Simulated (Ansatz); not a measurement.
**Quasi-harmonic thermodynamics of K (Im-3m)**

How much does K expand with temperature?

Measurements to reproduce:
- heat capacity C_P per formula unit 29.4 J/mol/K near room temperature (given in “High-Throughput Prediction of Finite-Temperature Properties using the Quasi-Harmonic Approximation”, 2016, arXiv:1603.06924)

Calculated with Ansatz 0.2.0; DFT PBEsol, scalar-relativistic, plane waves, PAW.

The database entry behind the starting cell lists a temperature near 5 K, so it need not match the best structure at ambient conditions.

### 1. Starting point

Symmetry: Im-3m, No. 229, cubic system. The conventional cell has a = 5.225 Å, b = 5.225 Å, c = 5.225 Å, α = 90.00°, β = 90.00°, γ = 90.00°. Nearest to K lie 8 K at 4.52 Å.

### 2. A first coarse run

A cheap single point shows whether the cell is a metal or an insulator and how far it is from rest; that sets the k-mesh and the occupations of what follows.

Input file input.yaml:

```yaml
crystal:
  lattice:
    - [-2.6125, 2.6125, 2.6125]
    - [2.6125, -2.6125, 2.6125]
    - [2.6125, 2.6125, -2.6125]
  atoms:
    - { symbol: K, position: [0.0, 0.0, 0.0] }
kpoints:
  mp_grid: { grid: [6, 6, 6] }
hamiltonian:
  xc: pbesol
scf:
  occupations: { method: gaussian, width: 0.1 }
  lower_state_search: "off"
output:
  forces: true
  stress: true
  eigenvalues: true
```

Started as:

```
> ansatz run input.yaml --threads 4 --pin off --max-ram 16384MiB --backend cpu --events-out ev --progress --plain --runs-dir out
```

Numbers of over 12 decimals in the logs are rounded to 6 here.

The program printed:

```text
Engine: ansatz 0.2.0, aarch64-unknown-linux-gnu
Pseudopotentials: kind: paw
Pseudopotential: K, paw, valence charge 9, recommended cutoff 420 eV (normal), K.paw.azcp
Functional definition: PBEsol
  exchange = pbesol_x
  correlation = pbesol_c
Crystal: 1 atoms, lattice volume = 71.323 Å³
Basis set: ecut = 420 eV, 1433 PW (Γ), exchange–correlation on 64×64×64 points (8 copies of the dense FFT grid, shifted against one another)
Bands: 9, of which v1, the nominal top of the filled ones, is band 5 counted from 1 (4 counted from 0)
Symmetry: 48 space group operations
Space group: Im-3m (ITA 229), of the structure as read, at distance tolerance 4.1e-5 Å
k-points: 16 of 216
Non-local potential: K, projectors of the file, l = 0: 3, l = 1: 2, l = 2: 2
PAW form: soft (Blöchl's): semilocal exchange-correlation on the pseudo side does not see the compensation charge
PAW frozen core: K, regenerated for the run's functional, and the local potential with it (the file was generated under x = pbe(κ = 0.804, μ = 0.219515), c = pbe(β = 0.066725))
PAW one-centre angular grid: K, 110 points (default); XC on 64 Gauss nodes
Initial density: superposition of atomic densities (neutral atoms: chi_scale 0, normalization atom), corrected by the library's trained network
Initial wavefunctions: pseudopotential atomic-orbital guess
Functional: x = pbesol(κ = 0.804, μ = 0.123457), c = pbesol(β = 0.046)
SCF iter   1: F=—  HF=-1516.013683 eV  |F-HF|=—  |Δ(HF+E_count)|=         —  Δρ=1.26e-3  dr2=6.37e-4  ethr=1.77e-3  ⟨swp⟩=5.1  Hψ=1033  notcnv=0
preconditioner: auto → none  [insulator: Δε(μ)=0.281 eV  Ē_g=4.223 eV  σ=0.100 eV  W_gap=0.56  n_scr=12 (ndim 8)  ℏωp=4.4 eV  f_vac=0.000  D(μ)=2.48/eV (n_scr^D=18)  ε∞_Penn≈2.1]
SCF iter   2: F=—  HF=-1516.013259 eV  |F-HF|=—  |Δ(HF+E_count)|=   4.24e-4  Δρ=4.60e-4  dr2=3.63e-5  ethr=7.08e-6  ⟨swp⟩=2.2  Hψ=342  notcnv=0
SCF iter   3: F=—  HF=-1516.013281 eV  |F-HF|=—  |Δ(HF+E_count)|=   2.17e-5  Δρ=2.18e-4  dr2=7.77e-6  ethr=4.03e-7  ⟨swp⟩=2.1  Hψ=210  notcnv=0
SCF iter   4: F=—  HF=-1516.013290 eV  |F-HF|=—  |Δ(HF+E_count)|=   8.53e-6  Δρ=1.40e-5  dr2=1.01e-7  ethr=8.64e-8  ⟨swp⟩=2.5  Hψ=211  notcnv=0
iter 5 did not close the SCF: its close was put off for the readings that it lacked (scf_convergence_deferred on its scf_iter line)
SCF iter   5: F=-1516.013290 eV  HF=-1516.013290 eV  |F-HF|=1.38e-10  |Δ(HF+E_count)|=   3.06e-8  Δρ=3.02e-7  dr2=4.01e-11  ethr=1.12e-9  ⟨swp⟩=2.0  Hψ=202  notcnv=0
SCF iter   6: F=-1516.013290 eV  HF=-1516.013290 eV  |F-HF|=1.09e-11  |Δ(HF+E_count)|=  1.45e-10  Δρ=1.53e-7  dr2=1.48e-11  ethr=1.00e-12  ⟨swp⟩=2.2  Hψ=527  notcnv=0
SCF 1 converged in 6 iterations: F = -1516.013290 eV  dr2 = 1.48e-11
  greatest PAW one-centre occupation: 0.987 electrons in one spin orbital (limit 2), on the K atom at site 0 (counted from 0), in its partial waves of l = 0
SCF converged after 6 iterations
Free energy (F): -1516.013290 eV
Harris-Foulkes:  -1516.013290 eV  (|F-HF|=1.09e-11)
Internal energy: -1516.000904 eV  (E = F + TS)
E sigma→0 (E₀):  -1516.007097 eV
Entropy (-TS):   -0.012386 eV (-12.386 meV/atom)
Fermi energy:    1.857509 eV
--- Per-component energies (eV) ---
  E_band       = -141.293188
  E_kinetic    = 251.986048
  E_local      = -747.850241  (includes V_loc(G=0)·N_el)
  E_nonlocal   = 13.817021
  E_hartree    = 265.929050
  E_xc         = -131.987204
  E_vxc        = -161.688663  (∫ρ·V_xc dr)
  E_paw        = -761.812323  (= ΣΔE_a)
  E_vpaw       = -29.415349  (= ΣTr[D̂ρ^β])
  E_aug_tail   = -0.000003  (compensation charges beyond the density's cutoff)
  E_ewald      = -406.191138
  E_core_change = 0.107885  (= ΣΔE_core)
  E_smearing   = -0.012386  (= −TS)
  E_closure    = 0.000000  (closes the sum)
  Σ components = -1516.013290   (vs F -1516.013290, Δ=0.00e0)
--- Forces (eV/Å), atoms counted from 1 ---
  atom   1  K     -0.00000000     0.00000000     0.00000000
  max |Σ_I F_I| component: 8.73e-33 eV/Å
--- Stress (GPa, compression-positive) ---
        0.008190      -0.000000       0.000000
       -0.000000       0.008190       0.000000
        0.000000      -0.000000       0.008190
  P = ⅓ Tr σ = 0.0082 GPa (0.082 kbar)
--- Band table (eV; the first three rows and the last of 16) ---
  k-point 0: bands = ["-30.1347", "-13.6451", "-13.6451", "-13.6451", "-0.3642", "6.1542", "6.1542", "6.1542", "7.0815"]
  k-point 1: bands = ["-30.1335", "-13.6646", "-13.6516", "-13.6451", "-0.0140", "5.5227", "5.7718", "6.4350", "6.8332"]
  k-point 2: bands = ["-30.1311", "-13.7028", "-13.6644", "-13.6451", "0.9709", "4.0088", "5.2258", "6.9279", "7.1451"]
  k-point 15: bands = ["-30.1261", "-13.7002", "-13.7002", "-13.7002", "3.4989", "3.4989", "5.3818", "5.3818", "5.3818"]
```

The job ended after 1.1 s (4 threads of Arm Neoverse V1, shared host; peak memory 0.27 GiB).

Reading the cycles: dr2 is the Hartree energy of the density residual (eV), the measure of convergence; HF is the Harris–Foulkes estimate of the energy, which meets the free energy F at convergence.

Numbers from this step:

| Item | Value |
| --- | --- |
| pressure | 0.008190 GPa |
| volume per atom | 71.32 Å³/atom |
| gap on the k-mesh | 0 eV |

The start is under 0.0082 GPa at this level and looks like a metal on this mesh.

### 3. Finding the static equilibrium

The vibrations must be taken about the equilibrium of this functional, not about the starting cell, so the structure is relaxed.

input.yaml, the sections that differ from step 2:

```yaml
kpoints:
  mp_grid: { grid: [12, 12, 12] }
relax:
  adjacent_minimum: "off"
  f_tol: 0.005
  max_steps: 80
  cell: { stress_tol: 0.05 }
# crystal, hamiltonian, scf, output: as in step 2
```

The program printed:

```text
[...]
Crystal: 1 atoms, lattice volume = 71.323 Å³
Basis set: ecut = 420 eV, 1433 PW (Γ), exchange–correlation on 64×64×64 points (8 copies of the dense FFT grid, shifted against one another)
Bands: 9, of which v1, the nominal top of the filled ones, is band 5 counted from 1 (4 counted from 0)
Symmetry: 48 space group operations
[...]
k-points: 72 of 1728
[...]
SCF iter   1: F=—  HF=-1516.029461 eV  |F-HF|=—  |Δ(HF+E_count)|=         —  Δρ=1.23e-3  dr2=5.94e-4  ethr=1.77e-3  ⟨swp⟩=5.1  Hψ=4714  notcnv=0
[...]
SCF iter   6: F=-1516.029081 eV  HF=-1516.029081 eV  |F-HF|=3.09e-10  |Δ(HF+E_count)|=   9.67e-9  Δρ=6.45e-7  dr2=3.46e-10  ethr=5.47e-11  ⟨swp⟩=2.2  Hψ=2341  notcnv=0
SCF 1 converged in 6 iterations: F = -1516.029081 eV  dr2 = 3.46e-10
[...]
relax step   1: F+E_penalty+E_count = -1516.02908130 eV  Δ(F+E_penalty+E_count) = +0.000e0 eV  max|allowed force component| = 0.000e0 eV/Å  Δτ_max = 0.0000 Å  P = -0.020 GPa  Ω = 71.323 Å³  (6 SCF iters, dr2 threshold 1.00e-7 eV, accepted)
[...]
iter 1 solved again at ethr=1.73e-7 eV; its pass at ethr=3.10e-3 eV (dr2=1.55e-5 eV) is discarded
SCF iter   1: F=—  HF=-1516.029081 eV  |F-HF|=—  |Δ(HF+E_count)|=         —  Δρ=6.46e-7  dr2=3.39e-10  ethr=1.73e-7  ⟨swp⟩=3.5  Hψ=6765  notcnv=0
eigensolver tolerance schedule: the retry pair's looser diagonalisation over-reported the residual by 45762.52 of it (diagonalisation noise at an unbounded share of the residual, at the tolerance the schedule requests for it); recorded, not acted on — ethr = c·dr2/N_el stays at c = 1.0e-1
[...]
SCF iter   2: F=—  HF=-1516.029081 eV  |F-HF|=—  |Δ(HF+E_count)|=   2.53e-8  Δρ=4.94e-7  dr2=2.00e-10  ethr=3.77e-12  ⟨swp⟩=2.9  Hψ=1094  notcnv=0
[...]
SCF iter   5: F=-1516.029081 eV  HF=-1516.029081 eV  |F-HF|=4.55e-13  |Δ(HF+E_count)|=  5.00e-12  Δρ=1.35e-8  dr2=6.76e-14  ethr=1.00e-12  ⟨swp⟩=4.3  Hψ=1941  notcnv=0
SCF 2 converged in 5 iterations: F = -1516.029081 eV  dr2 = 6.76e-14
relax step   2: F+E_penalty+E_count = -1516.02908130 eV  Δ(F+E_penalty+E_count) = -2.910e-11 eV  max|allowed force component| = 0.000e0 eV/Å  Δτ_max = 0.0000 Å  P = -0.020 GPa  Ω = 71.323 Å³  stress off target by 1.99e-2 GPa  SCF on the basis re-selected at this cell (its energy is not comparable with the rows above)  (5 SCF iters)
basis re-selected at this cell: Δ(F+E_penalty+E_count) = -2.910e-11 eV, ΔP = +0.000 GPa vs the last step (what re-selecting the basis moved, of the pressure what is left beyond the Pulay correction that the steps carried, after the strain that the cell walked since its last selection, with what the two solves' SCF thresholds leave and, on support functions, any second-order correction that the steps lacked; it is no  [...]
SCF converged after 5 iterations
Free energy (F): -1516.029081 eV
[...]
Internal energy: -1516.024218 eV  (E = F + TS)
E sigma→0 (E₀):  -1516.026650 eV
Entropy (-TS):   -0.004863 eV (-4.863 meV/atom)
Fermi energy:    1.823070 eV
[...]
--- Stress (GPa, compression-positive) ---
       -0.019853       0.000000       0.000000
       -0.000000      -0.019853       0.000000
        0.000000       0.000000      -0.019853
  P = ⅓ Tr σ = -0.0199 GPa (-0.199 kbar)
--- Band table (eV; the first three rows and the last of 72) ---
[...]
--- Relaxed structure (1 steps of the walk, 1 accepted, 1 SCFs on fresh bases) ---
  F+E_penalty+E_count = -1516.02908130 eV   max|allowed force component| = 0.000e0 eV/Å   (the final SCF, on the basis selected at the relaxed cell)
  cell:  # Å, volume = 71.3229 Å³
    - [-2.6125, 2.6125, 2.6125]
    - [2.6125, -2.6125, 2.6125]
    - [2.6125, 2.6125, -2.6125]
  atoms:
    - { symbol: K, position: [0.0, 0.0, 0.0] }
```

Run time: 2.3 s. Hardware: 4 threads; peak memory 0.35 GiB; 7.6 s of CPU time.

Little changed from the start: no atom moved by 0.005 Å and no cell edge by 0.1 %.

Numbers from this step:

```yaml
pressure: -0.01985 GPa
```

### 4. Relaxing to small residual forces and stress

The thresholds are tightened for a last relaxation ahead of the phonons, and where mesh or smearing change with them the cell follows.

input.yaml, the sections that differ from step 3:

```yaml
scf:
  occupations: { method: methfessel_paxton, width: 0.2 }
  lower_state_search: "off"
output:
  forces: true
  stress: true
  eigenvalues: true
  write_density: true
  write_potential: true
  elf: true
  volumetric_format: npy
relax:
  adjacent_minimum: "off"
  f_tol: 0.001
  max_steps: 60
  cell: { stress_tol: 0.01 }
# crystal, kpoints, hamiltonian: as in step 3
```

The program printed:

```text
[...]
Crystal: 1 atoms, lattice volume = 71.323 Å³
Basis set: ecut = 420 eV, 1433 PW (Γ), exchange–correlation on 64×64×64 points (8 copies of the dense FFT grid, shifted against one another)
Bands: 9, of which v1, the nominal top of the filled ones, is band 5 counted from 1 (4 counted from 0)
Symmetry: 48 space group operations
[...]
k-points: 72 of 1728
[...]
SCF iter   1: F=—  HF=-1516.027843 eV  |F-HF|=—  |Δ(HF+E_count)|=         —  Δρ=1.23e-3  dr2=5.93e-4  ethr=1.77e-3  ⟨swp⟩=5.0  Hψ=4589  notcnv=0
[...]
SCF iter   5: F=-1516.027431 eV  HF=-1516.027431 eV  |F-HF|=8.84e-9  |Δ(HF+E_count)|=   4.89e-7  S|Δr|=    0.00e0  Δρ=3.21e-6  dr2=5.34e-9  ethr=1.11e-9  ⟨swp⟩=9.3  Hψ=4629  notcnv=0
SCF 1 converged in 5 iterations: F = -1516.027431 eV  dr2 = 5.34e-9
[...]
relax step   1: F+E_penalty+E_count = -1516.02743105 eV  Δ(F+E_penalty+E_count) = +0.000e0 eV  max|allowed force component| = 0.000e0 eV/Å  Δτ_max = 0.0000 Å  P = -0.021 GPa  Ω = 71.323 Å³  (5 SCF iters, dr2 threshold 1.00e-7 eV, accepted)
Crystal: 1 atoms, lattice volume = 71.277 Å³
[...]
SCF iter   3: F=-1516.027437 eV  HF=-1516.027437 eV  |F-HF|=9.19e-11  |Δ(HF+E_count)|=   1.04e-9  S|Δr|=    0.00e0  Δρ=4.68e-7  dr2=9.90e-11  ethr=1.28e-11  ⟨swp⟩=4.1  Hψ=2862  notcnv=0
SCF 2 converged in 3 iterations: F = -1516.027437 eV  dr2 = 9.90e-11
relax step   2: F+E_penalty+E_count = -1516.02743688 eV  Δ(F+E_penalty+E_count) = -5.834e-6 eV  max|allowed force component| = 0.000e0 eV/Å  Δτ_max = 0.0000 Å  P = -0.019 GPa  Ω = 71.277 Å³  energy of the carried Pulay correction = +4.746e-8 eV  (3 SCF iters, dr2 threshold 1.16e-9 eV, accepted)
Crystal: 1 atoms, lattice volume = 70.908 Å³
Basis set: ecut = 420 eV, 1409 PW (Γ), exchange–correlation on 64×64×64 points (8 copies of the dense FFT grid, shifted against one another)
[...]
SCF iter   4: F=-1516.027459 eV  HF=-1516.027459 eV  |F-HF|=5.66e-10  |Δ(HF+E_count)|=   1.44e-9  S|Δr|=    0.00e0  Δρ=1.12e-6  dr2=8.83e-10  ethr=1.02e-11  ⟨swp⟩=5.0  Hψ=2945  notcnv=0
SCF 3 converged in 4 iterations: F = -1516.027459 eV  dr2 = 8.83e-10
relax step   3: F+E_penalty+E_count = -1516.02745938 eV  Δ(F+E_penalty+E_count) = -2.250e-5 eV  max|allowed force component| = 0.000e0 eV/Å  Δτ_max = 0.0000 Å  P = +0.000 GPa  Ω = 70.908 Å³  energy of the carried Pulay correction = +4.321e-7 eV  (4 SCF iters, dr2 threshold 9.16e-10 eV, accepted)
[...]
SCF iter   6: F=-1516.027459 eV  HF=-1516.027459 eV  |F-HF|=0.00e0  |Δ(HF+E_count)|=  4.55e-13  S|Δr|=    0.00e0  Δρ=1.74e-8  dr2=4.01e-14  ethr=1.00e-12  ⟨swp⟩=3.0  Hψ=2136  notcnv=0
SCF 4 converged in 6 iterations: F = -1516.027459 eV  dr2 = 4.01e-14
relax step   4: F+E_penalty+E_count = -1516.02745897 eV  Δ(F+E_penalty+E_count) = +4.079e-7 eV  max|allowed force component| = 0.000e0 eV/Å  Δτ_max = 0.0000 Å  P = -0.000 GPa  Ω = 70.908 Å³  stress off target by 9.47e-6 GPa  SCF on the basis re-selected at this cell (its energy is not comparable with the rows above)  (6 SCF iters)
basis re-selected at this cell: Δ(F+E_penalty+E_count) = +4.079e-7 eV, ΔP = -0.000 GPa vs the last step (what re-selecting the basis moved, of the pressure what is left beyond the Pulay correction that the steps carried, after the strain that the cell walked since its last selection, with what the two solves' SCF thresholds leave and, on support functions, any second-order correction that the steps lacked; it is no measure of the basis error at this ecutwfc). This SCF's stress stands 9.47e-6 GPa from its target on what of the cell is left free (relax.cell.stress_tol is 1.00e-2 GPa) and its largest allowed force component is 0.00e0 eV/Å (relax.f_tol is 1.00e-3 eV/Å): [rest of the remark cut]
SCF converged after 6 iterations
Stability not checked: this state was not tested for a lower state beside it, because cold or Methfessel-Paxton smearing, or corrected tetrahedra, fill the levels in a way that the test cannot read (fill_not_monotonic; see scf.lower_state_search)
Free energy (F): -1516.027459 eV
[...]
Internal energy: -1516.026206 eV  (E = F + TS)
E sigma→0 (E₀):  -1516.027146 eV
Entropy (-TS):   -0.001253 eV (-1.253 meV/atom)
Fermi energy:    1.851188 eV
[...]
--- Stress (GPa, compression-positive) ---
       -0.000009       0.000000       0.000000
        0.000000      -0.000009       0.000000
        0.000000      -0.000000      -0.000009
  P = ⅓ Tr σ = -0.0000 GPa (-0.000 kbar)
--- Band table (eV; the first three rows and the last of 72) ---
[...]
--- Relaxed structure (3 steps of the walk, 3 accepted, 1 SCFs on fresh bases) ---
[...]
cell:  # Å, volume = 70.9084 Å³
    - [-2.607430, 2.607430, 2.607430]
    - [2.607430, -2.607430, 2.607430]
    - [2.607430, 2.607430, -2.607430]
  atoms:
    - { symbol: K, position: [0.0, 0.0, 0.0] }
```

It took 4.1 s on 4 threads; peak memory 0.36 GiB.

The steps of the relaxation:

```csv
step,energy less that of the first step (eV),largest force component (eV/Å),pressure (GPa),volume (Å³)
1,0.0000,0.0000,-0.02,71.32
2,0.0000,0.0000,-0.02,71.28
3,0.0000,0.0000,0.00,70.91
4*,0.0000,0.0000,0.00,70.91
```

Relaxation steps marked * repeat the geometry before them on a plane-wave basis chosen anew for their cell, so energy and pressure can jump there.

```csv
"conventional cell, symmetrised",before,after,change
a (Å),5.225,5.215,-0.2 %
b (Å),5.225,5.215,-0.2 %
c (Å),5.225,5.215,-0.2 %
volume (Å³/atom),71.32,70.91,-0.6 %
```

Final coordinates:

```xyz
1
Lattice="-2.6074 2.6074 2.6074 2.6074 -2.6074 2.6074 2.6074 2.6074 -2.6074" Properties=species:S:1:pos:R:3 pbc="T T T"
K     0.0000    0.0000    0.0000
```

This step gave:

* pressure: -9.47e-6 GPa
* volume per atom: 70.91 Å³/atom

Valence density in the ac plane of the conventional cell at fractional y = 0.000, with atoms of K within 0.2 Å of it. It is the smooth field of the valence electrons, not physical close to the nuclei.

Ten steps, logarithmic in the rise over the least value, from '0' (0.0 e/Å³) to '9' (4.2 e/Å³), each cell a mean:
```
99620000001589
87410000001368
54200000000135
11000000000011
00000000000000
00000000000000
00000000000000
00000000000000
00000000000000
00000000000000
32100000000012
65310000000246
98520000001479
99630000001589
```
Columns run along a (5.2 Å), rows up along c (5.2 Å), edges of the conventional cell, whose origin can differ from the input's. Atoms in or near the plane, at fractional coordinates: K at (0.00, 0.00).

ELF in the ac plane of the conventional cell at fractional y = 0.000, with atoms of K within 0.2 Å of it. It is the smooth field of the valence electrons, not physical close to the nuclei.

Values, 14 rows by 14 columns, each cell a mean:
```
0.75 0.85 0.76 0.30 0.05 0.13 0.37 0.44 0.24 0.06 0.13 0.60 0.85 0.81
0.86 0.82 0.57 0.16 0.05 0.18 0.42 0.48 0.30 0.08 0.07 0.38 0.75 0.85
0.64 0.49 0.23 0.06 0.09 0.28 0.48 0.51 0.39 0.16 0.05 0.12 0.38 0.60
0.15 0.10 0.05 0.08 0.22 0.41 0.51 0.53 0.47 0.31 0.12 0.05 0.07 0.13
0.05 0.07 0.12 0.23 0.39 0.49 0.51 0.51 0.50 0.45 0.31 0.16 0.08 0.06
0.23 0.26 0.34 0.44 0.49 0.50 0.49 0.49 0.50 0.50 0.47 0.39 0.30 0.24
0.44 0.46 0.50 0.52 0.52 0.50 0.47 0.47 0.49 0.51 0.53 0.51 0.48 0.44
0.37 0.40 0.45 0.50 0.52 0.50 0.48 0.47 0.49 0.51 0.51 0.48 0.42 0.37
0.12 0.15 0.23 0.36 0.46 0.50 0.50 0.50 0.50 0.49 0.41 0.28 0.18 0.13
0.05 0.05 0.06 0.15 0.32 0.46 0.52 0.52 0.49 0.39 0.22 0.09 0.05 0.05
0.34 0.22 0.08 0.05 0.15 0.36 0.50 0.52 0.44 0.23 0.08 0.06 0.16 0.30
0.79 0.69 0.37 0.08 0.06 0.23 0.45 0.50 0.34 0.12 0.05 0.23 0.57 0.76
0.84 0.86 0.69 0.22 0.05 0.15 0.40 0.46 0.26 0.07 0.10 0.49 0.82 0.85
0.67 0.84 0.79 0.34 0.05 0.12 0.37 0.44 0.23 0.05 0.15 0.64 0.86 0.75
```
Columns run along a (5.2 Å), rows up along c (5.2 Å), edges of the conventional cell, whose origin can differ from the input's. Atoms in or near the plane, at fractional coordinates: K at (0.00, 0.00).

Electrostatic potential energy in the ac plane of the conventional cell at fractional y = 0.000, with atoms of K within 0.2 Å of it. With pseudopotentials it is smooth inside the atoms' cores, unlike the true potential.

Ten even steps from '0' (-42 eV) to '9' (4 eV), each cell a mean:
```
01689999999730
24799999999863
78899999999987
99999999999999
99999999999999
99999999999999
99999999999999
99999999999999
99999999999999
99999999999999
88999999999998
57899999999876
02789999999841
00589999999720
```
Columns run along a (5.2 Å; values clipped at the 3rd and 97th percentile), rows up along c (5.2 Å), edges of the conventional cell, whose origin can differ from the input's. Atoms in or near the plane, at fractional coordinates: K at (0.00, 0.00).

The residual pressure is -9.5e-6 GPa, small enough for phonons.

[end of part 1 of 3]

[Logs are printed without paths, hosts, clocks, repeated set-up lines and the standing remarks that a program may print on its own settings, such as how far it seeks lower states.]

[Hosts, paths, dates, database ids (printed as entryN), source tags and the programs' standing remarks are cut or masked in the printed files.]

[A step with changed settings may run another functional than the one named; its input shows which.]
